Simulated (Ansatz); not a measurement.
**BaTiO3 (R3m): the gap up the ladder of methods**

Aim: the gap of BaTiO3 (R3m) at several levels of theory on one structure, with the time that each takes.

Calculated with Ansatz 0.2.0; density functionals, hybrids and G0W0, plane waves, PAW.

## 1. Set-up

The structure is trigonal, space group R3m (No. 160). Conventional cell: a = 5.655 Å, b = 5.655 Å, c = 6.955 Å, α = 90.00°, β = 90.00°, γ = 120.00°. Nearest to Ba lie 12 O at 2.79 to 2.89 Å. Nearest to Ti lie 6 O at 1.87 to 2.14 Å. Nearest to O lie 2 Ti at 1.87 to 2.14 Å and 4 Ba at 2.79 to 2.89 Å. Farther neighbours and most contacts between anions are not listed.

The cell and positions come from the Crystallography Open Database and are kept as given unless a step says otherwise. Spin-orbit coupling is left out unless a step names it. The default PAW set here is soft_1. Its files were made with PBE; for other functionals the partial waves and projectors stay those of PBE.

## 2. LDA on the 6×6×6 mesh

Levels along a band path and on the mesh show where this functional puts the band edges.

This step: DFT, LDA, plane waves, PAW.

The input, input.yaml:

```yaml
crystal:
  lattice:
    - [2.8273666084, 1.6323808724, 2.3183934932]
    - [-2.8273666084, 1.6323808724, 2.3183934932]
    - [0.0, -3.2647617449, 2.3183934932]
  atoms:
    - { symbol: Ba, position: [0.0, 0.0, 0.0] }
    - { symbol: Ti, position: [0.4845, 0.4845, 0.4845] }
    - { symbol: O, position: [0.5086, 0.5086, 0.0175] }
    - { symbol: O, position: [0.0175, 0.5086, 0.5086] }
    - { symbol: O, position: [0.5086, 0.0175, 0.5086] }
kpoints:
  mp_grid: { grid: [6, 6, 6] }
  band_path:
    path:
      - [[0.0, 0.0, 0.0], [0.5, 0.5, 0.5], [0.50282879, 0.49717121, 0.5]]
      - [[0.5, -0.49717121, 0.49717121], [0.5, 0.0, 0.0], [0.0, 0.0, 0.0], [0.49858561, -0.49858561, 0.0]]
      - [[0.50141439, 0.0, 0.49858561], [0.5, 0.0, 0.5], [0.0, 0.0, 0.0]]
    npoints: 10
hamiltonian:
  xc: lda
  pseudopotentials: { kind: paw, azcp: { folder: "./paw" } }
scf:
  occupations: { method: fermi_dirac, width: 0.02 }
  n_extra_bands: 5
output:
  eigenvalues: true
  write_density: true
  write_potential: true
  elf: true
  volumetric_format: npy
```

Command:

```sh
ansatz run input.yaml --threads 3 --pin off --max-ram 92160MiB --backend cuda --events-out ev --progress --plain --runs-dir out --devices 1 --max-vram 13GiB
```

Numbers of over 12 decimals in the logs are rounded to 6 here.

Log:

```text
Warning: <dir> the record states the generating functional pbe (its physics header spells it `PBE`), which answers neither for hamiltonian.xc's functional nor for the lda family's — results may be inconsistent (PPs are generated against a specific XC)
Warning: <dir> the record states the generating functional pbe (its physics header spells it `PBE`), which answers neither for hamiltonian.xc's functional nor for the lda family's — results may be inconsistent (PPs are generated against a specific XC)
Warning: <dir> the record states the generating functional pbe (its physics header spells it `PBE`), which answers neither for hamiltonian.xc's functional nor for the lda family's — results may be inconsistent (PPs are generated against a specific XC)
scf.n_extra_bands = 5 over 20 filled bands (N_el = 40.0): the run solves 25 bands
GPUs: using 1 of 1 available (devices: 1).
Engine: ansatz 0.2.0, x86_64-unknown-linux-gnu
Pseudopotentials: kind: paw
Pseudopotential: Ba, paw, valence charge 10, recommended cutoff 420 eV (normal), <dir>
Pseudopotential: Ti, paw, valence charge 12, recommended cutoff 420 eV (normal), <dir>
Pseudopotential: O, paw, valence charge 6, recommended cutoff 420 eV (normal), <dir>
Functional definition: SPW92
  exchange = slater_x
  correlation = pw_c
device memory: the entry about to start is reckoned to put 1.1 GiB on a device that reports 75.0 GiB free (of which the cap on the GPU budget leaves the run 13.0 GiB)
GPU FFT provider: cuFFT
GPU libraries: cuBLAS 13.8.2, cuFFT 12.4.0, cuSOLVER 12.3.4
Crystal: 5 atoms, lattice volume = 64.201 Å³
Basis set: ecut = 420 eV, 1237 PW (Γ)
Bands: 25, of which v1, the nominal top of the filled ones, is band 20 counted from 1 (19 counted from 0)
Symmetry: 6 space group operations
Space group: R3m (ITA 160), of the structure as read, at distance tolerance 4.0e-5 Å
k-points: 32 of 216 (time reversal used)
Non-local potential: Ba, projectors of the file, l = 0: 3, l = 1: 2, l = 2: 2, l = 3: 2
Non-local potential: Ti, projectors of the file, l = 0: 3, l = 1: 2, l = 2: 3, l = 3: 1
Non-local potential: O, projectors of the file, l = 0: 2, l = 1: 2, l = 2: 1
PAW form: soft (Blöchl's): semilocal exchange-correlation on the pseudo side does not see the compensation charge
PAW frozen core: Ba, regenerated for the run's functional, and the local potential with it (the file was generated under x = pbe(κ = 0.804, μ = 0.219515), c = pbe(β = 0.066725))
PAW frozen core: Ti, regenerated for the run's functional, and the local potential with it (the file was generated under x = pbe(κ = 0.804, μ = 0.219515), c = pbe(β = 0.066725))
PAW frozen core: O, regenerated for the run's functional, and the local potential with it (the file was generated under x = pbe(κ = 0.804, μ = 0.219515), c = pbe(β = 0.066725))
PAW one-centre angular grid: Ba, 194 points (default); XC on 64 Gauss nodes
PAW one-centre angular grid: Ti, 590 points (default); XC on 64 Gauss nodes
PAW one-centre angular grid: O, 110 points (default); XC on 64 Gauss nodes
Initial density: superposition of atomic densities (chi_scale 0.1, normalization cell, long waves kept (reshape's long-wave potential 0.00 eV rms))
Initial wavefunctions: pseudopotential atomic-orbital guess
GPU buffer pool allocated for 19683 grid points (all kernels)
GPU transforms: local potential and band sums: pruned to the plane-wave sphere, on 27×27×27
Functional: x = slater, c = lda
SCF iter   1: F=—  HF=-9905.100297 eV  |F-HF|=—  |Δ(HF+E_count)|=         —  Δρ=5.59e-2  dr2=1.95e0  ethr=3.10e-3  ⟨swp⟩=8.9  Hψ=4232  notcnv=0
preconditioner: auto → Resta (q_TF=auto, 2.521 Å⁻¹)  ε∞=5.9  [insulator: Δε(μ)=2.556 eV  Ē_g=11.514 eV  σ=0.020 eV  W_gap=1.00  n_scr=18 (ndim 8)  ℏωp=25.4 eV  f_vac=0.000  D(μ)=0.00/eV (n_scr^D=0)  ε∞_Penn≈5.9]
SCF iter   2: F=—  HF=-9904.716576 eV  |F-HF|=—  |Δ(HF+E_count)|=   3.84e-1  Δρ=2.48e-2  dr2=5.72e-1  ethr=3.10e-3  ⟨swp⟩=2.2  Hψ=1452  notcnv=0  defer=32
SCF iter   3: F=—  HF=-9904.604829 eV  |F-HF|=—  |Δ(HF+E_count)|=   1.12e-1  Δρ=7.75e-3  dr2=6.29e-2  ethr=1.43e-3  ⟨swp⟩=2.3  Hψ=2359  notcnv=0  defer=32
SCF iter   4: F=—  HF=-9904.586239 eV  |F-HF|=—  |Δ(HF+E_count)|=   1.86e-2  Δρ=1.65e-3  dr2=1.48e-3  ethr=1.57e-4  ⟨swp⟩=2.3  Hψ=1419  notcnv=0  defer=32
SCF iter   5: F=—  HF=-9904.586107 eV  |F-HF|=—  |Δ(HF+E_count)|=   1.31e-4  Δρ=2.69e-4  dr2=3.92e-5  ethr=3.70e-6  ⟨swp⟩=2.2  Hψ=1283  notcnv=0  defer=32
SCF iter   6: F=—  HF=-9904.586312 eV  |F-HF|=—  |Δ(HF+E_count)|=   2.05e-4  Δρ=3.86e-5  dr2=9.42e-7  ethr=9.79e-8  ⟨swp⟩=2.5  Hψ=1246  notcnv=0  defer=32
SCF iter   7: F=-9904.586312 eV  HF=-9904.586312 eV  |F-HF|=2.11e-8  |Δ(HF+E_count)|=   8.76e-8  Δρ=9.12e-6  dr2=4.10e-8  ethr=2.50e-10  ⟨swp⟩=9.0  Hψ=3039  notcnv=0
SCF 1 converged in 7 iterations: F = -9904.586312 eV  dr2 = 4.10e-8
[...]
device memory: the entry about to start is reckoned to put 1.9 GiB on a device that reports 74.8 GiB free (of which the cap on the GPU budget leaves the run 13.0 GiB)
NSCF: frozen V_eff on 73 k-points, pencils in batches of 32, up to order 112
SCF converged after 7 iterations
Free energy (F): -9904.586312 eV
Harris-Foulkes:  -9904.586312 eV  (|F-HF|=2.11e-8)
Internal energy: -9904.586312 eV  (E = F + TS)
E sigma→0 (E₀):  -9904.586312 eV
Fermi energy:    11.002667 eV
--- Per-component energies (eV) ---
  E_band       = -151.075145
  E_kinetic    = 942.925149
  E_local      = -2203.245248  (includes V_loc(G=0)·N_el)
  E_nonlocal   = 320.899654
  E_hartree    = 842.712903
  E_xc         = -526.080420
  E_vxc        = -549.310967  (∫ρ·V_xc dr)
  E_paw        = -6473.486143  (= ΣΔE_a)
  E_vpaw       = -347.779282  (= ΣTr[D̂ρ^β])
  E_aug_tail   = 0.002241  (compensation charges beyond the density's cutoff)
  E_ewald      = -2809.213684
  E_core_change = 0.899235  (= ΣΔE_core)
  E_smearing   = -0.000000  (= −TS)
  E_closure    = -0.000000  (closes the sum)
  Σ components = -9904.586312   (vs F -9904.586312, Δ=0.00e0)
--- Band table (eV; the first three rows and the last of 32) ---
  k-point 0: bands = [... 16 lower, 8.7190, 9.3231, 9.4668, 9.4668, 12.1728, 12.1728, 12.3278, 14.3950, ... 1 higher]
  k-point 1: bands = [... 16 lower, 8.5493, 8.9132, 9.3463, 9.3605, 12.2229, 12.5573, 12.5836, 14.3913, ... 1 higher]
  k-point 2: bands = [... 16 lower, 8.2470, 8.3615, 9.0310, 9.1280, 12.2966, 13.2442, 13.3394, 14.3767, ... 1 higher]
  k-point 31: bands = [... 16 lower, 7.5312, 9.8033, 9.8033, 9.8179, 14.1730, 14.3221, 14.3221, 16.4735, ... 1 higher]
```

Wall time 19 s (1 × NVIDIA H100 80GB HBM3 (shared by 6 runs) with 3 threads of AMD EPYC 7R13 (Zen 3), shared host); peak memory 0.92 GiB; 3.3 s of CPU time.

In the SCF lines HF is the Harris–Foulkes energy and dr2 the Hartree energy of the density residual, in eV; the loop may stop once dr2 is under the threshold and the program's other checks hold. Hψ counts applications of the Hamiltonian.

This step gave:

| Item | Value |
| --- | --- |
| filled bands | 20 |
| gap | 2.355 eV |
| valence top at | T |
| conduction bottom at | Γ |
| least direct gap | 2.686 eV |

Over mesh and path the gap is 2.355 eV, from k = (0.500, 0.500, 0.500) to k = Γ. The least direct gap found is 2.686 eV, at k = (0.050, -0.050, 0.000). The program's warnings for this run: pseudo functional mismatch.

## 3. LDA+SOC on the 6×6×6 mesh

This run has two-component orbitals with spin-orbit coupling.

This step: DFT, LDA with spin-orbit coupling, plane waves, PAW.

The input, input.yaml:

```yaml
crystal:
  lattice:
    - [2.8273666084, 1.6323808724, 2.3183934932]
    - [-2.8273666084, 1.6323808724, 2.3183934932]
    - [0.0, -3.2647617449, 2.3183934932]
  atoms:
    - { symbol: Ba, position: [0.0, 0.0, 0.0] }
    - { symbol: Ti, position: [0.4845, 0.4845, 0.4845] }
    - { symbol: O, position: [0.5086, 0.5086, 0.0175] }
    - { symbol: O, position: [0.0175, 0.5086, 0.5086] }
    - { symbol: O, position: [0.5086, 0.0175, 0.5086] }
kpoints:
  mp_grid: { grid: [6, 6, 6] }
  band_path:
    path:
      - [0.0, 0.0, 0.0]
      - [0.5, 0.5, 0.5]
      - [0.50282879, 0.49717121, 0.5]
      - [0.5, -0.49717121, 0.49717121]
      - [0.5, 0.0, 0.0]
      - [0.49858561, -0.49858561, 0.0]
      - [0.50141439, 0.0, 0.49858561]
      - [0.049858561, -0.049858561, 0.0]
    npoints: 1
hamiltonian:
  xc: lda
  pseudopotentials: { kind: paw_fr, azcp: { folder: "./paw" } }
scf:
  occupations: { method: fixed }
  n_extra_bands: 10
magnetization:
  noncollinear: true
  spin_orbit: true
output:
  eigenvalues: true
```

Log:

```text
[...]
GPUs: using 1 of 1 available (devices: 1).
[...]
non-collinear run that drives no moment, with spin-orbit: no starting moment large enough to seed its density (crystal.atoms[].spin), no starting occupations that ask for one, no magnetisation constraint and no magnetic field, so the semilocal B_xc is pinned to zero
[...]
GPU FFT provider: cuFFT
GPU libraries: cuBLAS 13.8.2, cuFFT 12.4.0, cuSOLVER 12.3.4
Crystal: 5 atoms, lattice volume = 64.201 Å³
Basis set: ecut = 420 eV, 1237 PW (Γ)
Bands: 50, of which v1, the nominal top of the filled ones, is band 40 counted from 1 (39 counted from 0)
Symmetry: 6 space group operations + 6 with time reversal
[...]
k-points: 32 of 216 (time reversal used)
Projection manifold: j_resolved (fully-relativistic pseudo-atomic orbitals)
[...]
GPU buffer pool allocated for 19683 grid points (all kernels)
[...]
Absolute magnetization: 0.0000 μB (∫|m|)
  site 0: m = (+0.0000, +0.0000, +0.0000) μB, |m| = 0.0000 μB  (R = 1.15 Å)
  site 1: m = (+0.0000, +0.0000, +0.0000) μB, |m| = 0.0000 μB  (R = 0.77 Å)
  site 2: m = (+0.0000, +0.0000, +0.0000) μB, |m| = 0.0000 μB  (R = 0.77 Å)
  site 3: m = (+0.0000, +0.0000, +0.0000) μB, |m| = 0.0000 μB  (R = 0.77 Å)
  site 4: m = (+0.0000, +0.0000, +0.0000) μB, |m| = 0.0000 μB  (R = 0.77 Å)
Free energy (F): -9909.245262 eV
[...]
Internal energy: -9909.245262 eV  (E = F + TS)
E sigma→0 (E₀):  -9909.245262 eV
Fermi energy:    9.818828 eV
[...]
--- Band table (eV; the first three rows and the last of 32) ---
  k-point 0: bands = [... 36 lower, 9.4534, 9.4534, 9.5138, 9.5138, 12.1643, 12.1643, 12.1756, 12.1756, ... 6 higher]
  k-point 1: bands = [... 36 lower, 9.2852, 9.3468, 9.3924, 9.3977, 12.2159, 12.2252, 12.5469, 12.5557, ... 6 higher]
  k-point 2: bands = [... 36 lower, 9.0144, 9.0340, 9.1305, 9.1350, 12.2932, 12.2959, 13.2366, 13.2451, ... 6 higher]
  k-point 31: bands = [... 36 lower, 9.8067, 9.8067, 9.8188, 9.8188, 14.1710, 14.1710, 14.3178, 14.3178, ... 6 higher]
[key lines of the parts left out:]
SCF converged after 8 iterations
Magnetization: |M| = 0.0000 μB,  M = (+0.0000, +0.0000, +0.0000) μB
```

Wall time 14 s (1 × NVIDIA H100 80GB HBM3 (shared by 6 runs) with 3 threads); peak memory 0.96 GiB; 8.1 s of CPU time.

Numbers from this step:

* gap: 2.345 eV
* valence top at: H_2
* conduction bottom at: Γ
* least direct gap: 2.633 eV

Over mesh and listed points the gap is 2.345 eV, from k = (0.503, 0.497, 0.500) to k = Γ. The least direct gap found is 2.633 eV, at k = (0.050, -0.050, 0.000). LDA+SOC against LDA: 2.345 − 2.355 = −0.010 eV. Mesh, set of files and cutoff are the same, but the valence top lies at another k point, so this need not be the shift of one pair of states. The spin-orbit run sees mesh and listed points alone, so its gap is an upper bound: the coupling can move an edge off these points, the more so as this crystal has no centre of inversion, and the change over the zone, its sign included where it is small, is not known. The program's warnings for this run: pseudo functional mismatch.

## 4. r2SCAN on the 6×6×6 mesh

r2SCAN is a meta-GGA: it depends on the kinetic-energy density as well as on the density and its gradient.

This step: DFT, r2SCAN, plane waves, PAW.

Changes to input.yaml since step 3:

```diff
@@ -25,11 +25,12 @@
 hamiltonian:
-  xc: lda
-  pseudopotentials: { kind: paw_fr, azcp: { folder: "./paw" } }
+  xc: r2scan
+  pseudopotentials: { kind: paw, azcp: { folder: "./paw" } }
 scf:
   occupations: { method: fixed }
-  n_extra_bands: 10
-magnetization:
-  noncollinear: true
-  spin_orbit: true
+  n_extra_bands: 5
 output:
   eigenvalues: true
+  write_density: true
+  write_potential: true
+  elf: true
+  volumetric_format: npy
```

Log:

```text
[...]
GPUs: using 1 of 1 available (devices: 1).
[...]
GPU FFT provider: cuFFT
GPU libraries: cuBLAS 13.8.2, cuFFT 12.4.0, cuSOLVER 12.3.4
Crystal: 5 atoms, lattice volume = 64.201 Å³
Basis set: ecut = 500 eV, 1647 PW (Γ), exchange–correlation on 120×120×120 points (64 copies of the dense FFT grid, shifted against one another)
[...]
--- Band table (eV; the first three rows and the last of 32) ---
  k-point 0: bands = [... 16 lower, 8.7727, 9.4073, 9.5203, 9.5203, 12.6875, 12.6875, 12.8247, 14.7610, ... 1 higher]
  k-point 1: bands = [... 16 lower, 8.6203, 8.9847, 9.3970, 9.4313, 12.7319, 13.0433, 13.0772, 14.7580, ... 1 higher]
  k-point 2: bands = [... 16 lower, 8.3416, 8.4555, 9.1015, 9.1689, 12.8011, 13.7027, 13.8036, 14.7450, ... 1 higher]
  k-point 31: bands = [... 16 lower, 7.5874, 9.8695, 9.8695, 9.8833, 14.6202, 14.7761, 14.7761, 17.2365, ... 1 higher]
[key lines of the parts left out:]
SCF converged after 8 iterations
Free energy (F): -10183.967348 eV
Fermi energy:    9.883277 eV
```

It took 16 s on 1 × NVIDIA H100 80GB HBM3 (shared by 6 runs) with 3 threads; peak memory 1 GiB.

This step gave:

```yaml
gap: 2.804 eV
valence_top_at: T
conduction_bottom_at: Γ
least_direct_gap: 3.137 eV
```

Over mesh and listed points the gap is 2.804 eV, from k = (0.500, 0.500, 0.500) to k = Γ. The least direct gap found is 3.137 eV, at k = (0.050, -0.050, 0.000). r2SCAN against LDA: 2.804 − 2.355 = +0.449 eV. The runs also differ in plane-wave cutoff (420 eV and 500 eV), so how much of this comes from the functional alone is not known.

## 5. HSE06 on the 4×4×4 mesh

HSE06 mixes in a quarter of exact exchange at short range.

This step: DFT, HSE06, plane waves, PAW.

Changes to input.yaml since step 4:

```diff
@@ -12,3 +12,3 @@
 kpoints:
-  mp_grid: { grid: [6, 6, 6] }
+  mp_grid: { grid: [4, 4, 4] }
   band_path:
@@ -25,3 +25,3 @@
 hamiltonian:
-  xc: r2scan
+  xc: hse06
   pseudopotentials: { kind: paw, azcp: { folder: "./paw" } }
@@ -32,5 +32 @@
   eigenvalues: true
-  write_density: true
-  write_potential: true
-  elf: true
-  volumetric_format: npy
```

Log:

```text
[...]
GPUs: using 1 of 1 available (devices: 1).
[...]
davidson cushion auto → on  (no smearing: the cushion is to keep the highest requested band from converging to the state above it; pin scf.eigensolver.cushion to override)
[...]
GPU FFT provider: cuFFT
GPU libraries: cuBLAS 13.8.2, cuFFT 12.4.0, cuSOLVER 12.3.4
Crystal: 5 atoms, lattice volume = 64.201 Å³
Basis set: ecut = 420 eV, 1237 PW (Γ)
[...]
Fermi energy:    9.171231 eV
[...]
--- Band table (eV; the first three rows and the last of 13) ---
  k-point 0: bands = [... 16 lower, 8.0053, 8.7041, 8.8117, 8.8117, 13.0610, 13.0610, 13.2022, 15.1706, ... 1 higher]
  k-point 1: bands = [... 16 lower, 7.6932, 7.9023, 8.5391, 8.5487, 13.1544, 13.8114, 13.9056, 15.1656, ... 1 higher]
  k-point 2: bands = [... 16 lower, 7.4467, 7.4833, 8.1959, 8.3068, 13.2353, 14.6286, 14.7342, 15.1323, ... 1 higher]
  k-point 12: bands = [... 16 lower, 6.7644, 9.1579, 9.1579, 9.1712, 15.2707, 15.4399, 15.4399, 17.4813, ... 1 higher]
[key lines of the parts left out:]
Free energy (F): -10163.664796 eV
```

Wall time 30 s (1 × NVIDIA H100 80GB HBM3 (shared by 6 runs) with 3 threads); peak memory 1.2 GiB; 19 s of CPU time.

This step gave:

```yaml
gap: 3.890 eV
valence_top_at: T
conduction_bottom_at: Γ
least_direct_gap: 4.214 eV
exact_exchange_fraction: 0.25
```

Over mesh and listed points the gap is 3.890 eV, from k = (0.500, 0.500, 0.500) to k = Γ. The least direct gap found is 4.214 eV, at k = (0.050, -0.050, 0.000). HSE06 against LDA: 3.890 − 2.355 = +1.535 eV. The runs also differ in mesh (6×6×6 and 4×4×4), so how much of this comes from the functional alone is not known.

## 6. PBE0 on the 4×4×4 mesh

PBE0 mixes in a quarter of exact exchange at all distances.

This step: DFT, PBE0, plane waves, PAW.

Changes to input.yaml since step 5:

```diff
@@ -25,3 +25,3 @@
 hamiltonian:
-  xc: hse06
+  xc: pbe0
   pseudopotentials: { kind: paw, azcp: { folder: "./paw" } }
@@ -32 +32,5 @@
   eigenvalues: true
+  write_density: true
+  write_potential: true
+  elf: true
+  volumetric_format: npy
```

Log:

```text
[...]
GPUs: using 1 of 1 available (devices: 1).
[...]
GPU FFT provider: cuFFT
GPU libraries: cuBLAS 13.8.2, cuFFT 12.4.0, cuSOLVER 12.3.4
Crystal: 5 atoms, lattice volume = 64.201 Å³
Basis set: ecut = 420 eV, 1237 PW (Γ)
Bands: 25, of which v1, the nominal top of the filled ones, is band 20 counted from 1 (19 counted from 0)
Symmetry: 6 space group operations
[...]
k-points: 13 of 64 (time reversal used)
[...]
Fermi energy:    8.779823 eV
[...]
--- Band table (eV; the first three rows and the last of 13) ---
  k-point 0: bands = [... 16 lower, 7.6210, 8.3202, 8.4296, 8.4296, 13.4228, 13.4228, 13.5666, 15.5399, ... 1 higher]
  k-point 1: bands = [... 16 lower, 7.2978, 7.5070, 8.1538, 8.1636, 13.5176, 14.1847, 14.2808, 15.5354, ... 1 higher]
  k-point 2: bands = [... 16 lower, 7.0413, 7.0785, 7.8083, 7.9204, 13.5994, 15.0155, 15.1214, 15.5019, ... 1 higher]
  k-point 12: bands = [... 16 lower, 6.3645, 8.7668, 8.7668, 8.7798, 15.6613, 15.8315, 15.8315, 17.8520, ... 1 higher]
[key lines of the parts left out:]
Free energy (F): -10163.151236 eV
```

The job ended after 28 s (1 × NVIDIA H100 80GB HBM3 (shared by 6 runs) with 3 threads; peak memory 1.2 GiB; 20 s of CPU time).

This step gave:

| Property | Result |
| --- | --- |
| gap | 4.643 eV |
| valence top at | T |
| conduction bottom at | Γ |
| least direct gap | 4.951 eV |
| exact-exchange fraction | 0.25 |

Over mesh and listed points the gap is 4.643 eV, from k = (0.500, 0.500, 0.500) to k = Γ. The least direct gap found is 4.951 eV, at k = (0.050, -0.050, 0.000). PBE0 against HSE06: 4.643 − 3.890 = +0.753 eV, with the same mesh, files and cutoff, and both edges at the same k points.

(Continued in part 2 of 2.)

[Paths, hosts, dates, memory and timing lines, banners, echoed tables and standing remarks are left out of the program output.]

[Logs are printed without paths, hosts, clocks, repeated set-up lines and the standing remarks that a program may print on its own settings, such as how far it seeks lower states.]

[Runs of the session that timed out or met a known fault of the program may be left out.]

[Cells called generated may have been cut or substituted from an entry of the Crystallography Open Database or the Materials Project.]

[Hosts, paths, dates, database ids (printed as entryN), source tags and the programs' standing remarks are cut or masked in the printed files.]

[Where an RPA ε∞ is given, it is that of the G0W0 mesh and is not shown converged in it. Names of k-points follow the symmetry that the program found, which can be lower than the space group named. Band edges on a path are those of the sampled points; other points can move an edge, and change direct to indirect where valleys lie close.]

[Hybrid gaps are those of their k-mesh and are not shown converged in it.]
